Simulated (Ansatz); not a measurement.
**Whose spectrum is this?**

Method: Ansatz, LDA, independent particles, without spin-orbit coupling, line width 0.1 eV (Gaussian); metals get a typed carrier damping. The response is along the first axis of the cell.

(E (eV), Im ε): (0.00, 0.00), (0.25, 0.00), (0.50, 0.05), (0.75, 24.37), (1.00, 12.18), (1.25, 2.16), (1.50, 0.32), (1.75, 0.03), (2.00, 0.00), (2.25, 0.43), (2.50, 0.58), (2.75, 0.24), (3.00, 0.08), (3.25, 0.13), (3.50, 0.23), (3.75, 1.13), (4.00, 0.36), (4.25, 0.17), (4.50, 0.19), (4.75, 0.33), (5.00, 0.73), (5.25, 1.15), (5.50, 1.24), (5.75, 1.04), (6.00, 2.13), (6.25, 2.96), (6.50, 2.41), (6.75, 0.49), (7.00, 0.31), (7.25, 0.36), (7.50, 1.16), (7.75, 2.07), (8.00, 1.92), (8.25, 1.09), (8.50, 1.51), (8.75, 2.58), (9.00, 1.30), (9.25, 0.51), (9.50, 0.80), (9.75, 1.13), (10.00, 1.16), (10.25, 0.86), (10.50, 0.51), (10.75, 0.45), (11.00, 0.33), (11.25, 0.27), (11.50, 0.53), (11.75, 0.40), (12.00, 0.49), (12.25, 0.58), (12.50, 0.45), (12.75, 0.55), (13.00, 1.99), (13.25, 1.07), (13.50, 0.80), (13.75, 0.91), (14.00, 0.95)

Q: To which candidate does it belong?
A. AlN (F-43m)
B. LaYO2F2 (P4mm)
C. MgSbNO2F6 (Cmm2)
D. KMgF3 (Pm-3m)

A: C. MgSbNO2F6 (Cmm2): least direct gap 0.70 eV, ε∞ = 9.53 along the first axis, strongest peak along the first axis at 0.82 eV. The others: LaYO2F2 (P4mm), least direct gap 4.61 eV, ε∞ = 3.88 along the first axis, strongest peak along the first axis at 9.25 eV; KMgF3 (Pm-3m), least direct gap 7.31 eV, ε∞ = 2.23 along the first axis, strongest peak along the first axis at 11.27 eV; AlN (F-43m), least direct gap 4.23 eV, ε∞ = 4.79 along the first axis, strongest peak along the first axis at 7.93 eV.

Note: cells built here by substitution need not match a known phase.
